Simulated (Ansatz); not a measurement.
# Amorphous Si: valence band and core levels

Wanted: XPS lines and valence band of amorphous Si, from a random start taken through short hot and cool dynamics.

Main program and level: Ansatz 0.2.0; DFT, LDA, plane-wave PAW, default files, scalar-relativistic.

## 1. Set-up

The cell holds 30 atoms: 30 Si. Cell: a = 8.498 Å, b = 8.498 Å, c = 8.498 Å, α = 90.0°, β = 90.0°, γ = 90.0°. How the cell was made: glass; density 2.28 g/cm³; hottest run set to 2800 K; random start, relaxed, three short dynamics runs, relaxed.

## 2. Relaxation

Random starting positions are first pushed apart, with loose settings.

File input.yaml:

```yaml
crystal:
  lattice:
    - [8.4978037057, 0.0, 0.0]
    - [0.0, 8.4978037057, 0.0]
    - [0.0, 0.0, 8.4978037057]
  atoms:
    - { symbol: Si, position: [0.2616121342, 0.2984911434, 0.8142257406] }
    - { symbol: Si, position: [0.0919159421, 0.600100526, 0.7285605268] }
    - { symbol: Si, position: [0.1879010734, 0.0551466273, 0.2749693679] }
    - { symbol: Si, position: [0.6574330149, 0.5622656628, 0.1500622633] }
    - { symbol: Si, position: [0.4326307908, 0.6692972986, 0.4227846733] }
    - { symbol: Si, position: [0.6331843993, 0.9674359525, 0.6830648223] }
    - { symbol: Si, position: [0.3916248331, 0.1872525697, 0.3459606656] }
    - { symbol: Si, position: [0.3181466006, 0.9242168965, 0.4709098854] }
    - { symbol: Si, position: [0.6937588422, 0.1072073085, 0.1045435584] }
    - { symbol: Si, position: [0.2019074475, 0.8844496737, 0.6798114615] }
    - { symbol: Si, position: [0.8492363236, 0.6444362692, 0.4065423977] }
    - { symbol: Si, position: [0.5165781941, 0.5934435178, 0.8621179849] }
    - { symbol: Si, position: [0.8293561258, 0.4980560549, 0.6925181318] }
    - { symbol: Si, position: [0.3390253746, 0.5228285039, 0.216223391] }
    - { symbol: Si, position: [0.4564306209, 0.8977341471, 0.8351832047] }
    - { symbol: Si, position: [0.1717770151, 0.1812062262, 0.6038055173] }
    - { symbol: Si, position: [0.1126328551, 0.0199107488, 0.8329969642] }
    - { symbol: Si, position: [0.0994111179, 0.4505845356, 0.4884985731] }
    - { symbol: Si, position: [0.5065514916, 0.9647618089, 0.2266260634] }
    - { symbol: Si, position: [0.0128310935, 0.2966263297, 0.009805349] }
    - { symbol: Si, position: [0.6133276765, 0.2854326055, 0.9096330101] }
    - { symbol: Si, position: [0.9618699582, 0.0594348654, 0.2090597192] }
    - { symbol: Si, position: [0.5630231833, 0.7706602295, 0.0640242313] }
    - { symbol: Si, position: [0.903327927, 0.8669729635, 0.7937554154] }
    - { symbol: Si, position: [0.9439107664, 0.2446600957, 0.6407818595] }
    - { symbol: Si, position: [0.4699658802, 0.5884908037, 0.6264757359] }
    - { symbol: Si, position: [0.4225408376, 0.2954200074, 0.6511033852] }
    - { symbol: Si, position: [0.7278311985, 0.9081867944, 0.2703854733] }
    - { symbol: Si, position: [0.8230704432, 0.4570588016, 0.2771699675] }
    - { symbol: Si, position: [0.058781247, 0.2892285601, 0.3232460882] }
kpoints:
  mp_grid: { grid: [1, 1, 1] }
scf:
  occupations: { method: fermi_dirac, width: 0.1 }
  n_extra_bands: 21
hamiltonian:
  xc: lda
  pseudopotentials: { kind: paw }
output:
  forces: true
basis:
  ecutwfc: 320
relax:
  f_tol: 0.2
  max_steps: 25
```

Command:

```console
$ ansatz run input.yaml --threads 4 --pin off --max-ram 8192MiB --backend cpu --events-out ev --progress --plain --runs-dir out
```

Numbers of over 12 decimals in the logs are rounded to 6 here.

Output:

```text
Warning: basis.ecutwfc = 320 eV is below the records' recommended 420 eV, and the density's cutoff is lower with it unless basis.ecutrho_ratio is high enough to keep the records' density cutoff: compare with a run at a higher cutoff
scf.n_extra_bands = 21 over 60 filled bands (N_el = 120.0): the run solves 81 bands
Engine: ansatz 0.2.0, x86_64-unknown-linux-gnu
Pseudopotentials: kind: paw
Pseudopotential: Si, paw, valence charge 4, recommended cutoff 420 eV (normal), Si.paw.azcp
Functional definition: SPW92
  exchange = slater_x
  correlation = pw_c
Crystal: 30 atoms, lattice volume = 613.649 Å³
Basis set: ecut = 320 eV, 8025 PW (Γ)
Bands: 81, of which v1, the nominal top of the filled ones, is band 60 counted from 1 (59 counted from 0)
Symmetry: 1 space group operations
Space group: P1 (ITA 1), of the structure as read, at distance tolerance 8.5e-5 Å
k-points: 1
Non-local potential: Si, projectors of the file, l = 0: 2, l = 1: 2, l = 2: 2
PAW form: soft (Blöchl's): semilocal exchange-correlation on the pseudo side does not see the compensation charge
PAW frozen core: Si, regenerated for the run's functional, and the local potential with it (the file was generated under x = pbe(κ = 0.804, μ = 0.219515), c = pbe(β = 0.066725))
PAW one-centre angular grid: Si, 110 points (default); XC on 64 Gauss nodes
Initial density: superposition of atomic densities (neutral atoms: chi_scale 0, normalization atom), corrected by the library's trained network
Initial wavefunctions: pseudopotential atomic-orbital guess
Functional: x = slater, c = lda
SCF iter   1: F=—  HF=-18223.721742 eV  |F-HF|=—  |Δ(HF+E_count)|=         —  Δρ=9.96e-3  dr2=2.53e0  ethr=1.77e-3  ⟨swp⟩=9.0  Hψ=457  notcnv=0
preconditioner: auto → LDOS  [metal: Δε(μ)=0.075 eV  Ē_g=6.626 eV  σ=0.100 eV  W_gap=0.19  n_scr=80 (ndim 8)  ℏωp=16.4 eV  f_vac=0.012  D(μ)=14.89/eV (n_scr^D=92)  β→1.0]
SCF iter   2: F=—  HF=-18223.427125 eV  |F-HF|=—  |Δ(HF+E_count)|=   2.95e-1  Δρ=6.10e-3  dr2=7.68e-1  ethr=1.77e-3  ⟨swp⟩=4.0  Hψ=183  notcnv=0
SCF iter   3: F=—  HF=-18223.289275 eV  |F-HF|=—  |Δ(HF+E_count)|=   1.38e-1  Δρ=1.75e-3  dr2=8.72e-2  ethr=6.40e-4  ⟨swp⟩=3.0  Hψ=148  notcnv=0
SCF iter   4: F=—  HF=-18223.277108 eV  |F-HF|=—  |Δ(HF+E_count)|=   1.22e-2  Δρ=5.58e-4  dr2=7.62e-3  ethr=7.27e-5  ⟨swp⟩=3.0  Hψ=139  notcnv=0
SCF iter   5: F=—  HF=-18223.276139 eV  |F-HF|=—  |Δ(HF+E_count)|=   9.69e-4  Δρ=2.07e-4  dr2=7.49e-4  ethr=6.35e-6  ⟨swp⟩=3.0  Hψ=125  notcnv=0
SCF iter   6: F=—  HF=-18223.276038 eV  |F-HF|=—  |Δ(HF+E_count)|=   1.02e-4  Δρ=7.91e-5  dr2=1.31e-4  ethr=6.24e-7  ⟨swp⟩=3.0  Hψ=155  notcnv=0
SCF iter   7: F=-18223.276007 eV  HF=-18223.276022 eV  |F-HF|=1.44e-5  |Δ(HF+E_count)|=   1.59e-5  Δρ=3.33e-5  dr2=1.90e-5  ethr=8.33e-8  ⟨swp⟩=3.0  Hψ=283  notcnv=0
SCF 1 converged in 7 iterations: F = -18223.276007 eV  dr2 = 1.90e-5
  greatest PAW one-centre occupation: 0.739 electrons in one spin orbital (limit 2), on the Si atom at site 19 (counted from 0), in its partial waves of l = 0
relax step   1: F+E_penalty+E_count = -18223.27600735 eV  Δ(F+E_penalty+E_count) = +0.000e0 eV  max|allowed force component| = 8.086e0 eV/Å  Δτ_max = 0.0000 Å  (7 SCF iters, dr2 threshold 1.00e-4 eV, accepted)
Initial density: handed on by an earlier stage of this run
Initial wavefunctions: those handed on with the density
iter 1 solved again at ethr=2.53e-3 eV; its pass at ethr=3.10e-3 eV (dr2=3.03e0 eV) is discarded
SCF iter   1: F=—  HF=-18234.814310 eV  |F-HF|=—  |Δ(HF+E_count)|=         —  Δρ=1.41e-2  dr2=3.00e0  ethr=2.53e-3  ⟨swp⟩=1.0  Hψ=391  notcnv=0
preconditioner: auto → LDOS  [metal: Δε(μ)=0.124 eV  Ē_g=6.488 eV  σ=0.100 eV  W_gap=0.30  n_scr=80 (ndim 8)  ℏωp=16.4 eV  f_vac=0.014  D(μ)=15.81/eV (n_scr^D=92)  β→1.0]
SCF iter   2: F=—  HF=-18234.511947 eV  |F-HF|=—  |Δ(HF+E_count)|=   3.02e-1  Δρ=1.03e-2  dr2=1.57e0  ethr=2.50e-3  ⟨swp⟩=3.0  Hψ=174  notcnv=0
SCF iter   3: F=—  HF=-18234.074198 eV  |F-HF|=—  |Δ(HF+E_count)|=   4.38e-1  Δρ=1.80e-3  dr2=6.99e-2  ethr=1.31e-3  ⟨swp⟩=3.0  Hψ=158  notcnv=0
SCF iter   4: F=—  HF=-18234.062946 eV  |F-HF|=—  |Δ(HF+E_count)|=   1.13e-2  Δρ=6.28e-4  dr2=8.16e-3  ethr=5.82e-5  ⟨swp⟩=3.0  Hψ=161  notcnv=0
SCF iter   5: F=—  HF=-18234.061625 eV  |F-HF|=—  |Δ(HF+E_count)|=   1.32e-3  Δρ=2.31e-4  dr2=8.25e-4  ethr=6.80e-6  ⟨swp⟩=3.0  Hψ=145  notcnv=0
SCF iter   6: F=—  HF=-18234.061488 eV  |F-HF|=—  |Δ(HF+E_count)|=   1.37e-4  Δρ=7.53e-5  dr2=9.07e-5  ethr=6.87e-7  ⟨swp⟩=2.0  Hψ=112  notcnv=0
SCF iter   7: F=-18234.061470 eV  HF=-18234.061476 eV  |F-HF|=6.00e-6  |Δ(HF+E_count)|=   1.22e-5  Δρ=2.53e-5  dr2=8.62e-6  ethr=7.56e-8  ⟨swp⟩=4.0  Hψ=271  notcnv=0
SCF 2 converged in 7 iterations: F = -18234.061470 eV  dr2 = 8.62e-6
  greatest PAW one-centre occupation: 0.736 electrons in one spin orbital (limit 2), on the Si atom at site 19 (counted from 0), in its partial waves of l = 0
relax step   2: F+E_penalty+E_count = -18234.06146978 eV  Δ(F+E_penalty+E_count) = -1.079e1 eV  max|allowed force component| = 2.410e0 eV/Å  Δτ_max = 0.1995 Å  (7 SCF iters, dr2 threshold 1.00e-4 eV, accepted)
iter 1 solved again at ethr=9.27e-4 eV; its pass at ethr=3.10e-3 eV (dr2=1.11e0 eV) is discarded
SCF iter   1: F=—  HF=-18238.236635 eV  |F-HF|=—  |Δ(HF+E_count)|=         —  Δρ=8.64e-3  dr2=1.11e0  ethr=9.27e-4  ⟨swp⟩=1.0  Hψ=317  notcnv=0
preconditioner: auto → LDOS  [metal: Δε(μ)=0.145 eV  Ē_g=6.513 eV  σ=0.100 eV  W_gap=0.35  n_scr=80 (ndim 8)  ℏωp=16.4 eV  f_vac=0.017  D(μ)=15.02/eV (n_scr^D=92)  β→1.0]
SCF iter   2: F=—  HF=-18238.106502 eV  |F-HF|=—  |Δ(HF+E_count)|=   1.30e-1  Δρ=5.47e-3  dr2=4.60e-1  ethr=9.21e-4  ⟨swp⟩=3.0  Hψ=168  notcnv=0
SCF iter   3: F=—  HF=-18237.985007 eV  |F-HF|=—  |Δ(HF+E_count)|=   1.21e-1  Δρ=1.06e-3  dr2=2.39e-2  ethr=3.84e-4  ⟨swp⟩=3.0  Hψ=157  notcnv=0
SCF iter   4: F=—  HF=-18237.980549 eV  |F-HF|=—  |Δ(HF+E_count)|=   4.46e-3  Δρ=3.26e-4  dr2=2.29e-3  ethr=1.99e-5  ⟨swp⟩=2.0  Hψ=134  notcnv=0
SCF iter   5: F=—  HF=-18237.980199 eV  |F-HF|=—  |Δ(HF+E_count)|=   3.50e-4  Δρ=1.27e-4  dr2=2.54e-4  ethr=1.91e-6  ⟨swp⟩=3.0  Hψ=166  notcnv=0
SCF iter   6: F=-18237.980133 eV  HF=-18237.980162 eV  |F-HF|=2.98e-5  |Δ(HF+E_count)|=   3.69e-5  Δρ=4.49e-5  dr2=3.76e-5  ethr=8.33e-8  ⟨swp⟩=3.0  Hψ=323  notcnv=0
SCF 3 converged in 6 iterations: F = -18237.980133 eV  dr2 = 3.76e-5
  greatest PAW one-centre occupation: 0.728 electrons in one spin orbital (limit 2), on the Si atom at site 19 (counted from 0), in its partial waves of l = 0
[...]
relax step   9: F+E_penalty+E_count = -18247.37440671 eV  Δ(F+E_penalty+E_count) = -1.316e0 eV  max|allowed force component| = 7.252e-1 eV/Å  Δτ_max = 0.1950 Å  (6 SCF iters, dr2 threshold 1.00e-4 eV, accepted)
relax step  10: F+E_penalty+E_count = -18248.39524386 eV  Δ(F+E_penalty+E_count) = -1.021e0 eV  max|allowed force component| = 5.830e-1 eV/Å  Δτ_max = 0.1944 Å  (6 SCF iters, dr2 threshold 1.00e-4 eV, accepted)
relax step  11: F+E_penalty+E_count = -18249.20023300 eV  Δ(F+E_penalty+E_count) = -8.050e-1 eV  max|allowed force component| = 6.825e-1 eV/Å  Δτ_max = 0.1937 Å  (6 SCF iters, dr2 threshold 1.00e-4 eV, accepted)
relax step  12: F+E_penalty+E_count = -18250.00986318 eV  Δ(F+E_penalty+E_count) = -8.096e-1 eV  max|allowed force component| = 4.845e-1 eV/Å  Δτ_max = 0.1957 Å  (6 SCF iters, dr2 threshold 1.00e-4 eV, accepted)
relax step  13: F+E_penalty+E_count = -18250.60663693 eV  Δ(F+E_penalty+E_count) = -5.968e-1 eV  max|allowed force component| = 5.350e-1 eV/Å  Δτ_max = 0.1958 Å  (6 SCF iters, dr2 threshold 1.00e-4 eV, accepted)
relax step  14: F+E_penalty+E_count = -18250.92216589 eV  Δ(F+E_penalty+E_count) = -3.155e-1 eV  max|allowed force component| = 3.308e-1 eV/Å  Δτ_max = 0.1949 Å  (7 SCF iters, dr2 threshold 1.00e-4 eV, accepted)
relax step  15: F+E_penalty+E_count = -18251.13910851 eV  Δ(F+E_penalty+E_count) = -2.169e-1 eV  max|allowed force component| = 2.180e-1 eV/Å  Δτ_max = 0.1952 Å  (7 SCF iters, dr2 threshold 4.18e-5 eV, accepted)
relax step  16: F+E_penalty+E_count = -18251.26237770 eV  Δ(F+E_penalty+E_count) = -1.233e-1 eV  max|allowed force component| = 3.213e-1 eV/Å  Δτ_max = 0.1984 Å  (9 SCF iters, accepted)
relax step  17: F+E_penalty+E_count = -18251.33601366 eV  Δ(F+E_penalty+E_count) = -7.364e-2 eV  max|allowed force component| = 1.347e-1 eV/Å  Δτ_max = 0.0957 Å  (6 SCF iters, dr2 threshold 4.48e-5 eV, accepted)
iter 1 solved again at ethr=5.78e-9 eV; its pass at ethr=3.10e-3 eV (dr2=6.94e-6 eV) is discarded
SCF iter   1: F=—  HF=-18251.336018 eV  |F-HF|=—  |Δ(HF+E_count)|=         —  Δρ=2.14e-5  dr2=6.93e-6  ethr=5.78e-9  ⟨swp⟩=1.0  Hψ=196  notcnv=0
preconditioner: auto → LDOS  [insulator: Δε(μ)=0.553 eV  Ē_g=7.079 eV  σ=0.100 eV  W_gap=0.88  n_scr=80 (ndim 8)  ℏωp=16.4 eV  f_vac=0.044  D(μ)=2.74/eV (n_scr^D=6)  ε∞_Penn≈6.4  β→1.0]
SCF iter   2: F=—  HF=-18251.336025 eV  |F-HF|=—  |Δ(HF+E_count)|=   6.14e-6  Δρ=2.77e-5  dr2=3.98e-5  ethr=5.78e-9  ⟨swp⟩=4.0  Hψ=197  notcnv=0  recentre
SCF iter   3: F=—  HF=-18251.336018 eV  |F-HF|=—  |Δ(HF+E_count)|=   6.67e-6  Δρ=5.33e-6  dr2=4.43e-7  ethr=5.78e-9  ⟨swp⟩=3.0  Hψ=178  notcnv=0
SCF iter   4: F=—  HF=-18251.336018 eV  |F-HF|=—  |Δ(HF+E_count)|=   1.99e-8  Δρ=2.23e-6  dr2=2.00e-7  ethr=3.69e-10  ⟨swp⟩=3.0  Hψ=175  notcnv=0
SCF iter   5: F=-18251.336018 eV  HF=-18251.336018 eV  |F-HF|=1.51e-9  |Δ(HF+E_count)|=   3.46e-8  Δρ=4.63e-7  dr2=2.93e-9  ethr=8.33e-11  ⟨swp⟩=5.0  Hψ=251  notcnv=0
SCF 18 converged in 5 iterations: F = -18251.336018 eV  dr2 = 2.93e-9
relax step  18: F+E_penalty+E_count = -18251.33601792 eV  Δ(F+E_penalty+E_count) = -4.265e-6 eV  max|allowed force component| = 1.347e-1 eV/Å  Δτ_max = 0.0000 Å  (5 SCF iters, accepted)
SCF converged after 5 iterations
Free energy (F): -18251.336018 eV
Harris-Foulkes:  -18251.336018 eV  (|F-HF|=1.51e-9)
Internal energy: -18251.219267 eV  (E = F + TS)
E sigma→0 (E₀):  -18251.277643 eV
Entropy (-TS):   -0.116751 eV (-3.892 meV/atom)
Fermi energy:    5.972510 eV
--- Per-component energies (eV) ---
  E_band       = 80.686959
  E_kinetic    = 1209.435103
  E_local      = -1660.516324  (includes V_loc(G=0)·N_el)
  E_nonlocal   = 810.570417
  E_hartree    = 610.002493
  E_xc         = -1651.797896
  E_vxc        = -1422.462487  (∫ρ·V_xc dr)
  E_paw        = -14573.756715  (= ΣΔE_a)
  E_vpaw       = -76.345409  (= ΣTr[D̂ρ^β])
  E_aug_tail   = 0.000450  (compensation charges beyond the density's cutoff)
  E_ewald      = -2997.686716
  E_core_change = 2.529922  (= ΣΔE_core)
  E_smearing   = -0.116751  (= −TS)
  E_closure    = -0.000000  (closes the sum)
  Σ components = -18251.336018   (vs F -18251.336018, Δ=0.00e0)
--- Forces (eV/Å), atoms counted from 1 ---
  atom   1  Si     0.03949437     0.01825897    -0.01995002
  atom   2  Si     0.00283270    -0.02267745     0.03882901
  atom   3  Si    -0.08670806     0.05807123     0.01267257
  atom   4  Si    -0.08885287     0.05061651     0.07101504
  atom   5  Si     0.01155578    -0.04219814    -0.01010542
  atom   6  Si     0.04327520    -0.03396100    -0.06144602
  atom   7  Si     0.04702147    -0.02505297     0.04093879
  atom   8  Si     0.10632757    -0.00973527    -0.07671378
  atom   9  Si    -0.08073672    -0.10705841    -0.06392330
  atom  10  Si    -0.02640539    -0.02223501     0.07800591
  atom  11  Si    -0.04030453     0.02979118     0.13148544
  atom  12  Si    -0.04031581     0.06619932    -0.06590590
  atom  13  Si    -0.03771414    -0.06564200     0.01296769
  atom  14  Si     0.02777731     0.05668537    -0.00643511
  atom  15  Si     0.04036618     0.04135181     0.02591319
  atom  16  Si     0.04285080     0.01713978    -0.10607439
  atom  17  Si     0.01379822    -0.04190502     0.00032313
  atom  18  Si    -0.02317884     0.00713343     0.05327885
  atom  19  Si    -0.04370992     0.05022830     0.01092033
  atom  20  Si    -0.06702561    -0.02714998    -0.06690820
  atom  21  Si    -0.02746664     0.08270291     0.07612706
  atom  22  Si     0.06297724    -0.06041935    -0.01296188
  atom  23  Si     0.11119428     0.09318673    -0.13051004
  atom  24  Si     0.02563525     0.05348618    -0.02379785
  atom  25  Si     0.04847886    -0.06533560    -0.03864973
  atom  26  Si    -0.00057710     0.00663086     0.02915585
  atom  27  Si    -0.01856991    -0.02436219     0.02074520
  atom  28  Si    -0.06071814    -0.00448831     0.13468039
  atom  29  Si    -0.04085090    -0.04724393    -0.11070169
  atom  30  Si     0.05939785    -0.03280431     0.05767650
  max |Σ_I F_I| component: 7.86e-4 eV/Å
--- Relaxed structure (18 steps of the walk, 18 accepted, 0 SCFs on fresh bases) ---
  F+E_penalty+E_count = -18251.33601792 eV   max|allowed force component| = 1.347e-1 eV/Å
  atoms:
    - { symbol: Si, position: [0.231319, 0.388435, 0.779643] }
    - { symbol: Si, position: [0.094458, 0.614004, 0.706197] }
    - { symbol: Si, position: [0.190668, 0.116192, 0.313949] }
    - { symbol: Si, position: [0.614717, 0.519808, 0.101515] }
    - { symbol: Si, position: [0.461360, 0.670089, 0.406101] }
    - { symbol: Si, position: [0.620272, 0.954030, 0.628165] }
    - { symbol: Si, position: [0.544241, 0.312612, 0.392133] }
    - { symbol: Si, position: [0.358493, 0.934289, 0.485354] }
    - { symbol: Si, position: [0.683902, 0.064891, 0.082747] }
    - { symbol: Si, position: [0.208026, 0.867348, 0.724716] }
    - { symbol: Si, position: [0.739180, 0.641157, 0.392082] }
    - { symbol: Si, position: [0.636639, 0.465030, 0.810598] }
    - { symbol: Si, position: [0.813555, 0.613089, 0.668538] }
    - { symbol: Si, position: [0.376259, 0.467561, 0.241862] }
    - { symbol: Si, position: [0.462847, 0.808178, 0.811468] }
    - { symbol: Si, position: [0.183065, 0.148567, 0.627105] }
    - { symbol: Si, position: [0.0050149, 0.029516, 0.814989] }
    - { symbol: Si, position: [0.070959, 0.395596, 0.522122] }
    - { symbol: Si, position: [0.474934, 1.078317, 0.268657] }
    - { symbol: Si, position: [0.075190, 0.257746, -0.033514] }
    - { symbol: Si, position: [0.691532, 0.156794, 0.800924] }
    - { symbol: Si, position: [0.896536, 0.108054, 0.271690] }
    - { symbol: Si, position: [0.620758, 0.796704, 0.043439] }
    - { symbol: Si, position: [0.789965, 0.840185, 0.816616] }
    - { symbol: Si, position: [0.907799, 0.320179, 0.744087] }
    - { symbol: Si, position: [0.427308, 0.578372, 0.667209] }
    - { symbol: Si, position: [0.466362, 0.257257, 0.661290] }
    - { symbol: Si, position: [0.707418, 0.917487, 0.353354] }
    - { symbol: Si, position: [0.797433, 0.391643, 0.275816] }
    - { symbol: Si, position: [0.101384, 0.377868, 0.235993] }
```

Wall time 18 s (4 threads of Intel Xeon at 2.80GHz (Skylake/Cascade Lake), shared host); peak memory 0.41 GiB; 45 s of CPU time.

Relaxation path:

```
step  energy less that of the first step (eV)  largest force component (eV/Å)
   1                                   0.0000                          8.0858
   2                                 -10.7855                          2.4102
   3                                 -14.7041                          1.6499
   4                                 -17.0080                          1.0584
   5                                 -18.6129                          0.9658
   6                                 -20.0087                          0.7743
   7                                 -21.3860                          0.7954
   8                                 -22.7821                          0.8713
   9                                 -24.0984                          0.7252
  10                                 -25.1192                          0.5830
  11                                 -25.9242                          0.6825
  12                                 -26.7339                          0.4845
  13                                 -27.3306                          0.5350
  14                                 -27.6462                          0.3308
  15                                 -27.8631                          0.2180
  16                                 -27.9864                          0.3213
  17                                 -28.0600                          0.1347
  18                                 -28.0600                          0.1347
```

The atoms that moved most (Å):

```
atom      dx      dy      dz  length
 Si7   1.297   1.065   0.392   1.724
Si21   0.665  -1.093  -0.924   1.578
Si12   1.020  -1.091  -0.438   1.557
Si25  -0.307   0.642   0.878   1.130
Si30   0.362   0.753  -0.741   1.117
Si19  -0.269   0.965   0.357   1.063
Si24  -0.963  -0.228   0.194   1.009
Si13  -0.134   0.978  -0.204   1.008
```

Final coordinates:

```cif
data_structure
_symmetry_space_group_name_H-M 'P 1'
_symmetry_Int_Tables_number 1
_cell_length_a 8.4978
_cell_length_b 8.4978
_cell_length_c 8.4978
_cell_angle_alpha 90.000
_cell_angle_beta 90.000
_cell_angle_gamma 90.000
_cell_volume 613.65
loop_
_atom_site_label
_atom_site_type_symbol
_atom_site_fract_x
_atom_site_fract_y
_atom_site_fract_z
_atom_site_occupancy
Si1 Si 0.23132 0.38844 0.77964 1
Si2 Si 0.09446 0.61400 0.70620 1
Si3 Si 0.19067 0.11619 0.31395 1
Si4 Si 0.61472 0.51981 0.10152 1
Si5 Si 0.46136 0.67009 0.40610 1
Si6 Si 0.62027 0.95403 0.62817 1
Si7 Si 0.54424 0.31261 0.39213 1
Si8 Si 0.35849 0.93429 0.48535 1
Si9 Si 0.68390 0.06489 0.08275 1
Si10 Si 0.20803 0.86735 0.72472 1
Si11 Si 0.73918 0.64116 0.39208 1
Si12 Si 0.63664 0.46503 0.81060 1
Si13 Si 0.81356 0.61309 0.66854 1
Si14 Si 0.37626 0.46756 0.24186 1
Si15 Si 0.46285 0.80818 0.81147 1
Si16 Si 0.18307 0.14857 0.62710 1
Si17 Si 0.00501 0.02952 0.81499 1
Si18 Si 0.07096 0.39560 0.52212 1
Si19 Si 0.47493 0.07832 0.26866 1
Si20 Si 0.07519 0.25775 0.96649 1
Si21 Si 0.69153 0.15679 0.80092 1
Si22 Si 0.89654 0.10805 0.27169 1
Si23 Si 0.62076 0.79670 0.04344 1
Si24 Si 0.78996 0.84019 0.81662 1
Si25 Si 0.90780 0.32018 0.74409 1
Si26 Si 0.42731 0.57837 0.66721 1
Si27 Si 0.46636 0.25726 0.66129 1
Si28 Si 0.70742 0.91749 0.35335 1
Si29 Si 0.79743 0.39164 0.27582 1
Si30 Si 0.10138 0.37787 0.23599 1
```

Numbers from this step:

```
free energy             : -18251.3360 eV
energy at zero smearing : -18251.2776 eV
smearing term TS        : 0.1168 eV
Fermi energy            : 5.973 eV
gap by band count       : 0.5534 eV
symmetry operations     : 1
```

The relaxation ends 935 meV an atom lower, with a largest force component of 0.13 eV/Å.

(Part 1 of 7 ends here.)

[Logs are printed without paths, hosts, clocks, repeated set-up lines and the standing remarks that a program may print on its own settings, such as how far it seeks lower states.]

[Hosts, paths, dates, database ids (printed as entryN), source tags and the programs' standing remarks are cut or masked in the printed files.]

[Maps of the electrostatic potential energy from Ansatz leave out the sawtooth potential of an applied field or a dipole correction, so their vacuum need not be flat; work functions include it.]
